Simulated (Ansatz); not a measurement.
## How well the gap of MgAl2C2 (P-3m1) can be computed

The study climbs from cheap functionals to G0W0 on MgAl2C2 (P-3m1) and then asks what each convergence step is worth.

Program: Ansatz 0.2.0. Level of theory: density functionals, hybrids, G0W0, plane waves, PAW. Results are calculated unless marked as measured.

This is a report of a sequence of runs, with most program output left out.

In doubt: masses and optical values from hybrid runs of this build are listed as unsure (step 11), which bears on the screening that GW takes from such a start.

## 1. The starting structure

The structure is trigonal, space group P-3m1 (No. 164). Conventional cell: a = 3.377 Å, b = 3.377 Å, c = 5.817 Å, α = 90.00°, β = 90.00°, γ = 120.00°. Mg has 6 C at 2.51 Å nearest. Nearest to Al lie 4 C at 2.00 to 2.20 Å. Nearest to C lie 4 Al at 2.00 to 2.20 Å and 3 Mg at 2.51 Å. Farther neighbours are not listed.

Geometry: measured cell, ions relaxed with r2SCAN. The runs that relaxed it are not among those shown. The default PAW set here is soft_2. Its files were made with PBE.

## 2. r2SCAN bands

The cheap functional maps the bands first; the places of the edges decide which points the dearer methods must see.

This step: DFT, r2SCAN, plane waves, PAW.

The input, input.yaml:

```yaml
crystal:
  lattice:
    - [3.377, 0.0, 0.0]
    - [-1.6885, 2.9245677886, 0.0]
    - [0.0, 0.0, 5.817]
  atoms:
    - { symbol: Mg, position: [0.0, 0.0, 0.0] }
    - { symbol: Al, position: [0.3333333333, 0.6666666667, 0.3506950892] }
    - { symbol: Al, position: [0.6666666667, 0.3333333333, 0.6493049108] }
    - { symbol: C, position: [0.3333333333, 0.6666666667, 0.7289915423] }
    - { symbol: C, position: [0.6666666667, 0.3333333333, 0.2710084577] }
kpoints:
  mp_grid: { grid: [12, 12, 4] }
  band_path:
    path:
      - [[0.0, 0.0, 0.0], [0.5, 0.0, 0.0], [0.33333333, 0.33333333, 0.0], [0.0, 0.0, 0.0], [0.0, 0.0, 0.5], [0.5, 0.0, 0.5], [0.33333333, 0.33333333, 0.5], [0.0, 0.0, 0.5]]
      - [[0.5, 0.0, 0.5], [0.5, 0.0, 0.0]]
      - [[0.33333333, 0.33333333, 0.5], [0.33333333, 0.33333333, 0.0]]
    npoints: 10
hamiltonian:
  xc: r2scan
scf:
  occupations: { method: fermi_dirac, width: 0.02 }
  n_extra_bands: 5
output:
  eigenvalues: true
  write_density: true
  write_potential: true
  elf: true
  volumetric_format: npy
```

Launch:

```console
$ ansatz run input.yaml --threads 2 --pin off --max-ram 92160MiB --backend cuda --events-out ev --progress --plain --runs-dir out --devices 1 --max-vram 13GiB  # rebuilt from the run's record
```

It took 4.6 s on 1 × NVIDIA H100 80GB HBM3 (shared by 6 runs) with 2 threads of AMD EPYC 7R13 (Zen 3), shared host; peak memory 0.97 GiB.

This step gave:

```yaml
filled_bands: 12
gap: 2.153 eV
valence_top_at: k = (0.083, 0.083, 0.000)
conduction_bottom_at: k = (0.500, 0.000, 0.350)
least_direct_gap: 3.465 eV
```

The gap is indirect, with the least direct gap 1.31 eV higher.

The electronic bands at the labelled points (eV, zero at the top of the highest nominally filled band):

```tsv
point	band 9	band 10	band 11	band 12	band 13	band 14	band 15	band 16
Γ	-1.13	-0.25	-0.20	-0.20	3.78	5.15	7.28	7.28
halfway	-2.84	-2.04	-0.63	-0.28	4.02	4.99	6.15	7.43
M	-3.77	-2.66	-2.12	-1.07	2.46	4.88	5.33	7.16
halfway	-3.96	-3.48	-2.24	-2.11	3.45	4.94	6.12	7.09
K	-4.89	-3.43	-2.67	-2.67	2.93	6.44	6.44	7.44
halfway	-3.74	-2.27	-1.35	-0.40	5.13	5.30	5.66	6.17
Γ	-1.13	-0.25	-0.20	-0.20	3.78	5.15	7.28	7.28
halfway	-1.05	-1.05	-0.30	-0.30	4.52	5.57	7.20	7.20
A	-0.95	-0.95	-0.41	-0.41	4.98	6.01	7.18	7.18
halfway	-2.87	-1.83	-1.76	-0.95	4.19	5.00	5.75	7.26
L	-2.44	-1.99	-1.59	-1.44	2.25	4.08	4.66	5.32
halfway	-3.96	-2.90	-1.60	-1.10	2.97	4.17	5.97	6.24
H	-5.33	-4.16	-1.16	-1.16	3.95	3.95	4.80	6.97
halfway	-3.14	-2.22	-1.85	-1.41	4.65	4.67	6.95	7.04
A	-0.95	-0.95	-0.41	-0.41	4.98	6.01	7.18	7.18
jump to L	-2.44	-1.99	-1.59	-1.44	2.25	4.08	4.66	5.32
halfway	-3.06	-2.56	-1.59	-1.24	2.23	4.25	5.60	6.22
M	-3.77	-2.66	-2.12	-1.07	2.46	4.88	5.33	7.16
jump to H	-5.33	-4.16	-1.16	-1.16	3.95	3.95	4.80	6.97
halfway	-5.31	-3.77	-1.91	-1.91	3.69	5.04	5.04	7.39
K	-4.89	-3.43	-2.67	-2.67	2.93	6.44	6.44	7.44
```

Valence density in the ac plane at fractional y = 0.333, with atoms of Al and C within 0.2 Å of it. It is the smooth field of the valence electrons, not physical close to the nuclei.

Values in e/Å³, 24 rows by 14 columns, each cell a mean:
```
0.1 0.1 0.1 0.1 0.1 0.1 0.1 0.1 0.1 0.1 0.1 0.1 0.1 0.1
0.1 0.1 0.2 0.2 0.1 0.1 0.1 0.1 0.1 0.1 0.1 0.1 0.1 0.1
0.2 0.2 0.2 0.2 0.2 0.2 0.1 0.1 0.1 0.1 0.1 0.1 0.1 0.1
0.2 0.3 0.3 0.3 0.2 0.2 0.2 0.2 0.1 0.1 0.1 0.1 0.2 0.2
0.3 0.3 0.4 0.4 0.3 0.3 0.2 0.2 0.2 0.1 0.1 0.2 0.2 0.3
0.4 0.4 0.4 0.4 0.4 0.3 0.3 0.2 0.1 0.1 0.1 0.2 0.2 0.3
0.4 0.4 0.4 0.4 0.4 0.4 0.3 0.2 0.1 0.1 0.1 0.1 0.2 0.3
0.4 0.4 0.4 0.4 0.4 0.3 0.3 0.1 0.1 0.1 0.1 0.1 0.2 0.3
0.3 0.3 0.3 0.3 0.3 0.3 0.2 0.1 0.1 0.1 0.1 0.1 0.2 0.2
0.2 0.2 0.2 0.2 0.2 0.2 0.2 0.1 0.1 0.1 0.1 0.1 0.2 0.2
0.2 0.2 0.2 0.2 0.2 0.2 0.2 0.2 0.2 0.2 0.2 0.2 0.2 0.2
0.2 0.2 0.1 0.2 0.2 0.2 0.2 0.2 0.3 0.3 0.3 0.3 0.2 0.2
0.2 0.1 0.1 0.1 0.2 0.2 0.3 0.3 0.4 0.4 0.4 0.4 0.3 0.2
0.2 0.2 0.1 0.1 0.2 0.3 0.4 0.5 0.6 0.7 0.6 0.5 0.4 0.3
0.3 0.2 0.2 0.2 0.2 0.3 0.5 0.7 0.9 1.1 1.0 0.8 0.6 0.4
0.3 0.2 0.2 0.2 0.3 0.4 0.7 1.0 1.3 1.5 1.4 1.2 0.8 0.5
0.4 0.2 0.2 0.2 0.3 0.5 0.8 1.3 1.6 1.7 1.7 1.5 1.0 0.6
0.3 0.2 0.2 0.2 0.3 0.5 0.8 1.3 1.6 1.7 1.7 1.5 1.0 0.6
0.3 0.2 0.2 0.2 0.3 0.4 0.7 1.0 1.4 1.5 1.5 1.2 0.8 0.5
0.2 0.2 0.1 0.2 0.2 0.3 0.5 0.7 0.9 1.1 1.0 0.8 0.6 0.4
0.2 0.1 0.1 0.1 0.2 0.2 0.3 0.4 0.5 0.5 0.5 0.4 0.3 0.2
0.1 0.1 0.1 0.1 0.1 0.1 0.2 0.2 0.3 0.3 0.3 0.3 0.2 0.2
0.1 0.1 0.1 0.1 0.1 0.1 0.1 0.1 0.2 0.2 0.2 0.2 0.1 0.1
0.1 0.1 0.1 0.1 0.1 0.1 0.1 0.1 0.1 0.1 0.1 0.1 0.1 0.1
```
Columns run along a (3.4 Å), rows up along c (5.8 Å). Atoms in or near the plane, at fractional coordinates: Al at (0.67, 0.65), C at (0.67, 0.27).

ELF in the ac plane at fractional y = 0.333, with atoms of Al and C within 0.2 Å of it. It is the smooth field of the valence electrons, not physical close to the nuclei.

Values, 24 rows by 14 columns, each cell a mean:
```
0.09 0.07 0.06 0.06 0.08 0.11 0.12 0.12 0.12 0.11 0.11 0.11 0.12 0.11
0.23 0.20 0.19 0.19 0.22 0.24 0.22 0.17 0.13 0.11 0.12 0.14 0.18 0.22
0.45 0.46 0.45 0.46 0.47 0.44 0.37 0.28 0.19 0.15 0.16 0.22 0.31 0.40
0.63 0.65 0.66 0.66 0.64 0.59 0.50 0.38 0.25 0.18 0.20 0.30 0.44 0.55
0.71 0.73 0.73 0.73 0.72 0.68 0.59 0.43 0.24 0.13 0.16 0.31 0.52 0.65
0.74 0.74 0.73 0.74 0.74 0.71 0.62 0.38 0.13 0.04 0.06 0.22 0.51 0.69
0.74 0.73 0.72 0.72 0.74 0.71 0.57 0.26 0.04 0.02 0.02 0.10 0.41 0.68
0.72 0.71 0.69 0.69 0.71 0.68 0.48 0.15 0.03 0.04 0.03 0.04 0.28 0.63
0.63 0.63 0.63 0.63 0.63 0.57 0.36 0.09 0.03 0.04 0.04 0.02 0.18 0.50
0.50 0.53 0.53 0.53 0.51 0.45 0.29 0.10 0.03 0.02 0.02 0.04 0.17 0.38
0.37 0.39 0.41 0.40 0.38 0.35 0.29 0.23 0.19 0.18 0.18 0.20 0.25 0.32
0.30 0.28 0.28 0.28 0.29 0.33 0.39 0.46 0.54 0.58 0.57 0.50 0.42 0.35
0.33 0.23 0.18 0.19 0.28 0.41 0.54 0.65 0.72 0.76 0.74 0.69 0.59 0.48
0.44 0.25 0.15 0.18 0.35 0.55 0.66 0.73 0.77 0.78 0.78 0.75 0.70 0.61
0.57 0.33 0.17 0.21 0.46 0.67 0.75 0.78 0.76 0.73 0.74 0.77 0.77 0.72
0.67 0.41 0.21 0.27 0.56 0.75 0.80 0.77 0.64 0.47 0.54 0.71 0.79 0.79
0.71 0.48 0.27 0.34 0.62 0.79 0.82 0.73 0.40 0.10 0.22 0.58 0.79 0.82
0.71 0.49 0.31 0.37 0.62 0.79 0.82 0.73 0.40 0.10 0.22 0.58 0.79 0.82
0.68 0.47 0.31 0.37 0.60 0.77 0.82 0.78 0.60 0.40 0.48 0.70 0.81 0.81
0.62 0.41 0.27 0.32 0.53 0.72 0.80 0.80 0.76 0.70 0.73 0.79 0.81 0.77
0.46 0.26 0.16 0.18 0.36 0.60 0.72 0.77 0.78 0.77 0.78 0.77 0.75 0.67
0.24 0.11 0.06 0.07 0.16 0.38 0.56 0.65 0.68 0.70 0.69 0.67 0.61 0.47
0.10 0.05 0.03 0.03 0.06 0.17 0.32 0.43 0.49 0.51 0.50 0.46 0.38 0.24
0.06 0.04 0.03 0.03 0.04 0.08 0.15 0.21 0.25 0.26 0.26 0.23 0.18 0.11
```
Columns run along a (3.4 Å), rows up along c (5.8 Å). Atoms in or near the plane, at fractional coordinates: Al at (0.67, 0.65), C at (0.67, 0.27).

## 3. LDA

Another semilocal functional, at almost no cost, to see the spread among them.

This step: DFT, LDA, plane waves, PAW.

input.yaml, the sections that differ from step 2:

```yaml
kpoints:
  mp_grid: { grid: [12, 12, 4] }
  band_path:
    path:
      - [0.0, 0.0, 0.0]
      - [0.5, 0.0, 0.0]
      - [0.33333333, 0.33333333, 0.0]
      - [0.0, 0.0, 0.5]
      - [0.5, 0.0, 0.5]
      - [0.33333333, 0.33333333, 0.5]
      - [0.0833333333, 0.0833333333, 0.0]
      - [0.5, 0.0, 0.35]
      - [0.0, 0.4166666667, 0.25]
    npoints: 1
hamiltonian:
  xc: lda
scf:
  occupations: { method: fixed }
  n_extra_bands: 5
# crystal, output: as in step 2
```

It took 9.8 s on 1 × NVIDIA H100 80GB HBM3 (shared by 6 runs) with 2 threads; peak memory 0.84 GiB.

This step gave:

| Quantity | Value |
| --- | --- |
| gap | 1.759 eV |
| valence top at | k = (0.083, 0.083, 0.000) |
| conduction bottom at | k = (0.500, 0.000, 0.350) |
| least direct gap | 2.987 eV |

The gap stands −0.39 eV against r2SCAN.

## 4. HSE06

The screened hybrid is the usual rung above semilocal functionals: a quarter of exact exchange, cut off beyond a few ångström.

This step: DFT, HSE06, plane waves, PAW.

Edit input.yaml of step 3 so:

```diff
@@ -12,3 +12,3 @@
 kpoints:
-  mp_grid: { grid: [12, 12, 4] }
+  mp_grid: { grid: [6, 6, 4] }
   band_path:
@@ -26,3 +26,3 @@
 hamiltonian:
-  xc: lda
+  xc: hse06
 scf:
@@ -32,5 +32 @@
   eigenvalues: true
-  write_density: true
-  write_potential: true
-  elf: true
-  volumetric_format: npy
```

Run time: 22 s. Hardware: 1 × NVIDIA H100 80GB HBM3 (shared by 6 runs) with 2 threads; peak memory 1.4 GiB; 25 s of CPU time.

Numbers from this step:

| Item | Value |
| --- | --- |
| gap | 2.524 eV |
| valence top at | k = (0.083, 0.083, 0.000) |
| conduction bottom at | k = (0.500, 0.000, 0.350) |
| least direct gap | 3.914 eV |

The gap stands +0.37 eV against r2SCAN.

## 5. PBE0

PBE0 differs from HSE06 by long-range exchange, so the pair shows what that tail is worth.

This step: DFT, PBE0, plane waves, PAW.

Edit input.yaml of step 4 so:

```diff
@@ -26,3 +26,3 @@
 hamiltonian:
-  xc: hse06
+  xc: pbe0
 scf:
```

It took 26 s on 1 × NVIDIA H100 80GB HBM3 (shared by 6 runs) with 2 threads; peak memory 1.4 GiB.

This step gave:

```
gap                  : 3.203 eV
valence top at       : k = (0.083, 0.083, 0.000)
conduction bottom at : k = (0.500, 0.000, 0.350)
least direct gap     : 4.610 eV
```

The gap stands +1.05 eV against r2SCAN.

## 6. Dielectric tensor

The response to a uniform field gives ε∞, a yardstick for the screening that GW builds on its mesh.

This step: dielectric response by perturbation theory, r2SCAN, plane waves, PAW.

The input, input.yaml:

```yaml
crystal:
  lattice:
    - [3.377, 0.0, 0.0]
    - [-1.6885, 2.9245677886, 0.0]
    - [0.0, 0.0, 5.817]
  atoms:
    - { symbol: Mg, position: [0.0, 0.0, 0.0] }
    - { symbol: Al, position: [0.3333333333, 0.6666666667, 0.3506950892] }
    - { symbol: Al, position: [0.6666666667, 0.3333333333, 0.6493049108] }
    - { symbol: C, position: [0.3333333333, 0.6666666667, 0.7289915423] }
    - { symbol: C, position: [0.6666666667, 0.3333333333, 0.2710084577] }
kpoints:
  mp_grid: { grid: [9, 9, 4] }
hamiltonian:
  xc: r2scan
scf:
  occupations: { method: fixed }
dielectric: {}
```

Wall time 55 s (1 × NVIDIA H100 80GB HBM3 (shared by 6 runs) with 2 threads); peak memory 2.7 GiB.

This step gave:

```yaml
stated_error_of_eps_infinity: 0.026
```

One over ε∞ averages 0.14, under the quarter of exact exchange in PBE0, which by this rule of thumb may open the gap too far.

High-frequency dielectric tensor:

```
6.96 0.00 0.00
0.00 6.96 0.00
0.00 0.00 8.03
```

## 7. G0W0, 6×6×4 mesh, 60 empty bands, screening to 60 eV

Now the one-shot GW correction: screening in the RPA, then the self-energy of the levels asked for.

This step: G0W0 on r2SCAN, plane waves, PAW.

Edit input.yaml of step 6 so:

```diff
@@ -12,3 +12,3 @@
 kpoints:
-  mp_grid: { grid: [9, 9, 4] }
+  mp_grid: { grid: [6, 6, 4] }
 hamiltonian:
@@ -17,2 +17,7 @@
   occupations: { method: fixed }
-dielectric: {}
+gw:
+  n_empty_bands: 60
+  ecut_chi: 60
+  qp_bands: [v2, c2]
+  qp_kpoints: band_edges
+  screening: { model: contour_deformation }
```

It took 12 s on 1 × NVIDIA H100 80GB HBM3 (shared by 6 runs) with 2 threads; peak memory 1.1 GiB; 11 s of CPU time.

Numbers from this step:

```yaml
bands_summed: 72
rpa_eps_infinity_on_this_mesh_eigenvalues: 6.616, 6.616, 7.220
plane_waves_in_the_screening_matrix: 67
g0w0_gap_on_the_mesh: 2.469 eV
k_of_the_valence_top: 0, 0.1667, 0
k_of_the_conduction_bottom: 0, -0.5, 0.25
starting_gap_on_the_mesh: 2.251 eV
least_direct_g0w0_gap_on_the_computed_points: 3.786 eV
```

The gap on the mesh goes from 2.25 eV to 2.47 eV, a correction of +0.22 eV. Between the two edge states, bare exchange in place of the xc potential would open the gap by 5.77 eV, and correlation takes back 5.56 eV. The start differs from the 2.15 eV found before because this mesh misses an edge.

## 8. G0W0, 6×6×4 mesh, 171 empty bands, screening to 120 eV

Bands and screening cutoff are moved together, since each hides the error of the other.

Edit input.yaml of step 7 so:

```diff
@@ -18,4 +18,4 @@
 gw:
-  n_empty_bands: 60
-  ecut_chi: 60
+  n_empty_bands: 171
+  ecut_chi: 120
   qp_bands: [v2, c2]
```

It took 20 s on 1 × NVIDIA H100 80GB HBM3 (shared by 6 runs) with 2 threads; peak memory 1.4 GiB; 30 s of CPU time.

Numbers from this step:

```yaml
bands_summed: 183
rpa_eps_infinity_on_this_mesh_eigenvalues: 6.520, 6.520, 7.169
plane_waves_in_the_screening_matrix: 149
g0w0_gap_on_the_mesh: 2.677 eV
k_of_the_valence_top: 0, 0.1667, 0
k_of_the_conduction_bottom: 0, -0.5, 0.25
starting_gap_on_the_mesh: 2.251 eV
least_direct_g0w0_gap_on_the_computed_points: 3.967 eV
```

Against the run with 6×6×4 mesh, 60 empty bands, screening to 60 eV, the gap moves by +0.21 eV.

## 9. G0W0, 6×6×4 mesh, 368 empty bands, screening to 200 eV

Edit input.yaml of step 8 so:

```diff
@@ -18,4 +18,4 @@
 gw:
-  n_empty_bands: 171
-  ecut_chi: 120
+  n_empty_bands: 368
+  ecut_chi: 200.0
   qp_bands: [v2, c2]
```

Elapsed: 35 s, on 1 × NVIDIA H100 80GB HBM3 (shared by 6 runs) with 2 threads; peak memory 2 GiB.

Numbers from this step:

```yaml
bands_summed: 380
rpa_eps_infinity_on_this_mesh_eigenvalues: 6.511, 6.511, 7.163
plane_waves_in_the_screening_matrix: 373
q_points_in_the_mesh: 144
g0w0_gap_on_the_mesh: 2.778 eV
k_of_the_valence_top: 0, 0.1667, 0
k_of_the_conduction_bottom: 0, -0.5, 0.25
starting_gap_on_the_mesh: 2.251 eV
z_at_the_valence_top: 0.7791
z_at_the_conduction_bottom: 0.8097
least_direct_g0w0_gap_on_the_computed_points: 4.062 eV
```

Against the run with 6×6×4 mesh, 171 empty bands, screening to 120 eV, the gap moves by +0.10 eV.

Limits: finite bands, cutoff and mesh. v1 is the top filled band, c1 the lowest empty one. Levels before and after the correction, in eV, zero at the valence-band top of each column:

```tsv
	conduction bottom	valence top
Kohn-Sham	2.25	0.00
G0W0	2.78	0.00
```

```tsv
	level	occupation	energy (eV)
Kohn-Sham	(0 0.167 0) v2	2	-0.370
Kohn-Sham	(0 0.167 0) v1	2	0.000
Kohn-Sham	(0 0.167 0) c1	0	4.638
Kohn-Sham	(0 0.167 0) c2	0	5.048
Kohn-Sham	(0 -0.5 0.25) v2	2	-1.564
Kohn-Sham	(0 -0.5 0.25) v1	2	-1.216
Kohn-Sham	(0 -0.5 0.25) c1	0	2.251
Kohn-Sham	(0 -0.5 0.25) c2	0	4.273
G0W0	(0 0.167 0) v2	2	-0.402
G0W0	(0 0.167 0) v1	2	0.000
G0W0	(0 0.167 0) c1	0	5.276
G0W0	(0 0.167 0) c2	0	5.629
G0W0	(0 -0.5 0.25) v2	2	-1.623
G0W0	(0 -0.5 0.25) v1	2	-1.284
G0W0	(0 -0.5 0.25) c1	0	2.778
G0W0	(0 -0.5 0.25) c2	0	4.858
```

The parts of the quasiparticle energy at the two band edges (eV; QP = start + Σx + Σc − Vxc):

```tsv
run	edge	start	Σx	Σc	Vxc	Z	QP
72 bands	valence top	8.47	-16.38	2.08	-14.38	0.79	8.55
72 bands	conduction bottom	10.72	-6.69	-3.47	-10.46	0.81	11.01
183 bands	valence top	8.47	-16.38	1.65	-14.38	0.78	8.11
183 bands	conduction bottom	10.72	-6.69	-3.70	-10.46	0.81	10.79
380 bands	valence top	8.47	-16.38	1.46	-14.38	0.78	7.93
380 bands	conduction bottom	10.72	-6.69	-3.78	-10.46	0.81	10.70
```

## 10. G0W0@r2SCAN, 6×6×2 mesh, 171 empty bands, screening to 120 eV

A second mesh at equal bands and cutoff isolates the sampling error. Bands and cutoff differ from the step before, so it is read against an earlier run that matches them.

Edit input.yaml of step 9 so:

```diff
@@ -12,3 +12,3 @@
 kpoints:
-  mp_grid: { grid: [6, 6, 4] }
+  mp_grid: { grid: [6, 6, 2] }
 hamiltonian:
@@ -18,4 +18,4 @@
 gw:
-  n_empty_bands: 368
-  ecut_chi: 200.0
+  n_empty_bands: 171
+  ecut_chi: 120
   qp_bands: [v2, c2]
```

It took 15 s on 1 × NVIDIA H100 80GB HBM3 (shared by 6 runs) with 2 threads; peak memory 1.2 GiB.

Numbers from this step:

```
bands summed                                 : 183
RPA ε∞ on this mesh (eigenvalues)            : 6.517, 6.517, 6.831
plane waves in the screening matrix          : 149
G0W0 gap on the mesh                         : 2.741 eV
k of the valence top                         : 0, 0.1667, 0
k of the conduction bottom                   : 0, -0.5, -0.5
starting gap on the mesh                     : 2.276 eV
least direct G0W0 gap on the computed points : 4.004 eV
```

Against the run with 6×6×4 mesh, 171 empty bands, screening to 120 eV, the gap moves by +0.06 eV, while the start moved by +0.02 eV. A band edge is found at another k point on this mesh.

## 11. G0W0@HSE06, 6×6×4 mesh, 171 empty bands, screening to 120 eV

One-shot GW remembers its start. Another functional's orbitals and levels show by how much.

This step: G0W0 on HSE06, plane waves, PAW.

Edit input.yaml of step 10 so:

```diff
@@ -12,5 +12,5 @@
 kpoints:
-  mp_grid: { grid: [6, 6, 2] }
+  mp_grid: { grid: [6, 6, 4] }
 hamiltonian:
-  xc: r2scan
+  xc: hse06
 scf:
```

Elapsed: 47 s, on 1 × NVIDIA H100 80GB HBM3 (shared by 6 runs) with 2 threads; peak memory 1.6 GiB; 59 s of CPU time.

This step gave:

```
bands summed                                 : 183
RPA ε∞ on this mesh (eigenvalues)            : 6.012, 6.012, 6.618
plane waves in the screening matrix          : 149
G0W0 gap on the mesh                         : 2.861 eV
k of the valence top                         : 0, 0.1667, 0
k of the conduction bottom                   : 0, -0.5, 0.25
starting gap on the mesh                     : 2.616 eV
least direct G0W0 gap on the computed points : 4.181 eV
```

Against the run with 6×6×4 mesh, 171 empty bands, screening to 120 eV on r2SCAN, the gap moves by +0.18 eV, while the start moved by +0.36 eV.

[end of part 1 of 2]

[Paths, hosts, dates, memory and timing lines, banners, echoed tables and standing remarks are left out of the program output.]

[Logs are printed without paths, hosts, clocks, repeated set-up lines and the standing remarks that a program may print on its own settings, such as how far it seeks lower states.]

[Runs of the session that timed out or met a known fault of the program may be left out.]

[Cells called generated may have been cut or substituted from an entry of the Crystallography Open Database or the Materials Project.]

[Hosts, paths, dates, database ids (printed as entryN), source tags and the programs' standing remarks are cut or masked in the printed files.]
